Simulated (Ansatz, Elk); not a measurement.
# Bonding as seen by X-rays: LuZrSn3

Structure refinements treat a crystal as free atoms side by side. For a made-up structure of LuZrSn3 (cell and positions from a PBE relaxation) the runs below show what the calculated density changes in F(hkl).

Calculated with Elk 11.2.3 (patched build); DFT, PBE, all-electron APW+lo, Dirac cores, scalar-relativistic bands, static density, no spin.

This account leaves out most program logs.

The structure was built from a prototype and need not be the compound's stable phase.

**1. Starting point**

It takes space group I4mm (No. 107, tetragonal). Conventional cell: a = 4.469 Å, b = 4.469 Å, c = 13.968 Å, α = 90.00°, β = 90.00°, γ = 90.00°. Nearest to Lu lie 8 Sn at 3.16 to 3.29 Å. Sn has 2 Zr at 2.93 Å and 6 Sn at 3.16 to 3.21 Å and 2 Lu at 3.29 Å nearest. Nearest to Sn lie 1 Zr at 2.80 Å and 4 Lu at 3.16 Å and 4 Sn at 3.21 Å. Zr has 5 Sn at 2.80 to 2.93 Å nearest. Farther neighbours are not listed.

**2. Ground state and structure factors**

An all-electron density is needed, since X-rays see the cores too. Task 0 finds the density and task 195 Fourier-transforms it; tshift is off so that phases refer to the origin typed.

File elk.in:

```
tasks
  0
  195

xctype
  20

spinpol
  .false.

rgkmax
  7.0

gmaxvr
  14.0

lmaxo
  7

lmaxapw
  8

swidth
  0.002

tshift
  .false.

ramdisk
  .false.

hmaxvr
  5.5

maxscl
  120

epspot
  1e-06

sppath
  './'

avec
  -4.22240786125 4.22240786125 13.19782901062
  4.22240786125 -4.22240786125 13.19782901062
  4.22240786125 4.22240786125 -13.19782901062

atoms
  3
  'Lu.in'
  1
  0.9521965520 0.9521965520 0.0000000000   0.000000 0.000000 0.000000
  'Sn.in'
  3
  0.7789524272 0.2789524272 0.5000000000   0.000000 0.000000 0.000000
  0.2789524272 0.7789524272 0.5000000000   0.000000 0.000000 0.000000
  0.4435819029 0.4435819029 0.0000000000   0.000000 0.000000 0.000000
  'Zr.in'
  1
  0.6437166908 0.6437166908 0.0000000000   0.000000 0.000000 0.000000

ngridk
  7 7 7
```

Command:

```
> OMP_NUM_THREADS=4 elk
```

Run time: 2.5 min. Hardware: 4 threads of Arm Neoverse V1, shared host; peak memory 0.31 GiB; 8.2 min of CPU time.

SFACRHO.OUT:

```text

h k l indices transformed by vhmat matrix:
   1.000000000       0.000000000       0.000000000    
   0.000000000       1.000000000       0.000000000    
   0.000000000       0.000000000       1.000000000    

      h      k      l  multipl.   |H|            Re(F)            Im(F)           |F|

      0      0      0      1   0.0000000       261.00000     -0.51076016E-16   261.00000    
     -1     -1      1      1  0.47607719      -5.5282713       67.253470       67.480301    
      1      1     -1      1  0.47607719      -5.5282713      -67.253470       67.480301    
      0      1     -1      4  0.78117929      -1.9494418      -31.666146       31.726095    
     -1      0      1      4  0.78117929      -1.9494418       31.666146       31.726095    
     -2     -2      2      1  0.95215437       64.790632       60.224641       88.458088    
      2      2     -2      1  0.95215437       64.790632      -60.224641       88.458088    
      2      1     -2      4   1.0312808       48.487017      -25.763180       54.906578    
     -2     -1      2      4   1.0312808       48.487017       25.763180       54.906578    
      0      0      1      4   1.0522155       53.212770      0.36908868E-13   53.212770    
      0     -2      1      4   1.1549056       153.31143      0.69892719       153.31303    
      0      2     -1      4   1.1549056       153.31143     -0.69892719       153.31303    
      3      2     -2      4   1.4036160       17.990508       9.7188788       20.447860    
     -2     -3      3      4   1.4036160       17.990508      -9.7188788       20.447860    
     -2     -2      1      4   1.4190685      -58.899510       160.40589       170.87774    
      2      2     -1      4   1.4190685      -58.899510      -160.40589       170.87774    
     -3     -3      3      1   1.4282316      -50.735307       183.66924       190.54779    
      3      3     -3      1   1.4282316      -50.735307      -183.66924       190.54779
```

Elk indexes on the primitive cell of elk.in and gives |H| = 4π sin θ/λ in inverse bohr. Below, one row stands for each form hkl of the conventional cell (m members, Friedel mates merged), F is for one primitive cell and the density is static (no thermal factor). Free-atom factors are Waasmaier and Kirfel's, and R is Σm||F|−|F'||/Σm|F|.

```tsv
hkl	m	sin θ/λ (Å⁻¹)	abs F, DFT	neutral atoms	diff.	abs of complex diff.
002	2	0.072	67.480	67.496	-0.016	0.066
101	8	0.117	31.726	31.550	+0.176	0.276
004	2	0.143	88.458	88.271	+0.187	0.187
103	8	0.155	54.907	55.157	-0.251	0.257
110	4	0.158	53.213	53.419	-0.206	0.206
112	8	0.174	153.313	153.478	-0.165	0.170
105	8	0.211	20.448	20.626	-0.178	0.215
114	8	0.213	170.878	171.299	-0.422	0.422
006	2	0.215	190.548	191.290	-0.743	0.748
200	4	0.224	205.147	205.597	-0.450	0.450
202	8	0.235	55.576	55.860	-0.284	0.288
211	16	0.253	26.509	26.605	-0.097	0.103
204	8	0.266	75.609	75.837	-0.228	0.232
116	8	0.267	46.525	46.518	+0.007	0.025
213	16	0.272	48.328	48.336	-0.008	0.096
107	8	0.274	37.995	38.079	-0.084	0.087
008	2	0.286	67.168	67.334	-0.166	0.166
215	16	0.308	17.489	17.402	+0.087	0.133
```

**3. The highest occupied states alone**

An energy window below the Fermi level keeps the highest occupied states, to see at which angles they scatter; shallow core shells can lie inside it and anion s states outside. No new self-consistency is needed.

Changes to elk.in since step 2:

```diff
@@ -1,3 +1,2 @@
 tasks
-  0
   195
@@ -40,2 +39,5 @@
 
+wsfac
+  -0.311220 0.540020
+
 sppath
```

Command:

```
> OMP_NUM_THREADS=4 elk
```

The job ended after 25 s (4 threads; peak memory 0.21 GiB; 33 s of CPU time).

States within 15 eV below the Fermi level hold 33.00 electrons; any levels below the window count with the cores. Their amplitudes can exceed the total, where window and core parts have opposite phase:

```tsv
hkl	sin θ/λ (Å⁻¹)	abs F, window	abs F, all
002	0.072	13.379	67.480
101	0.117	11.655	31.726
004	0.143	13.625	88.458
103	0.155	12.370	54.907
110	0.158	12.400	53.213
112	0.174	12.867	153.313
105	0.211	11.170	20.448
114	0.213	11.342	170.878
006	0.215	11.170	190.548
200	0.224	11.196	205.147
```

**4. Another functional**

The difference from free atoms is small, so it is set against the change that PBEsol makes.

Changes to elk.in since step 3:

```diff
@@ -1,2 +1,3 @@
 tasks
+  0
   195
@@ -4,3 +5,3 @@
 xctype
-  20
+  22
 
@@ -39,5 +40,2 @@
 
-wsfac
-  -0.311220 0.540020
-
 sppath
```

Command:

```
> OMP_NUM_THREADS=4 elk
```

Run time: 2.4 min. Hardware: 4 threads; peak memory 0.31 GiB.

Against the first run R = 0.01 %; the largest change is -0.032 at 220.

**5. Basis size**

The basis and the expansions that go with it are enlarged, to see whether the differences are converged.

Changes to elk.in since step 4:

```diff
@@ -5,3 +5,3 @@
 xctype
-  22
+  20
 
@@ -11,12 +11,12 @@
 rgkmax
-  7.0
+  8.5
 
 gmaxvr
-  14.0
+  18.0
 
 lmaxo
-  7
+  9
 
 lmaxapw
-  8
+  10
```

Command:

```
> OMP_NUM_THREADS=4 elk
```

It took 6.5 min on 4 threads; peak memory 0.61 GiB; 22 min of CPU time.

Against the first run R = 0.00 %; the largest change is -0.018 at 314.

**6. Settings against the effect**

```tsv
run	R against the first run (%)	R against neutral atoms, low angle (%)	wall time
PBE, rgkmax 7	0.00	0.25	2.5 min
PBEsol	0.01	0.26	2.4 min
rgkmax 8.5 with larger expansions	0.00	0.25	6.5 min
```

**7. Results**

| Quantity | Value |
| --- | --- |
| R against neutral atoms, sin θ/λ < 0.3 Å⁻¹ | 0.25 % |
| R against neutral atoms, 0.3 to 0.69 Å⁻¹ | 0.13 % |

**Reading.** Independent neutral atoms miss the calculated amplitudes by R = 0.25 % below 0.3 Å⁻¹ and 0.13 % from there to 0.69 Å⁻¹; by shells, 0.32 % below 0.15 Å⁻¹ (3 forms), 0.25 % 0.15 to 0.3 (14 forms), 0.09 % 0.3 to 0.45 (29 forms), 0.14 % above 0.45 (103 forms). Bonding, aspherical density and the tables' own atoms all enter these figures, and the runs don't part them. The largest change of an amplitude is -0.74 electrons, at 006. R counts amplitudes alone; phases shift too. The window's part falls from 33.0 electrons at the origin to at most 6.26 between 0.45 and 0.69 Å⁻¹, where compact states inside the window still scatter. Below 0.3 Å⁻¹ the changes that finished (PBEsol and rgkmax 8.5 with larger expansions) move F by R = 0.01 % at most, against the 0.25 % that separates it from free atoms. The k-mesh has no finished test. Spin-orbit coupling is left out, which can matter for elements this heavy. Part of the difference isn't bonding: the tables are fits to free atoms and ions calculated by other methods than this functional. Thermal motion, anomalous dispersion and extinction are left out.

[Logs are printed without paths, hosts, clocks, repeated set-up lines and the standing remarks that a program may print on its own settings, such as how far it seeks lower states.]

[Hosts, paths, dates, database ids (printed as entryN), source tags and the programs' standing remarks are cut or masked in the printed files.]
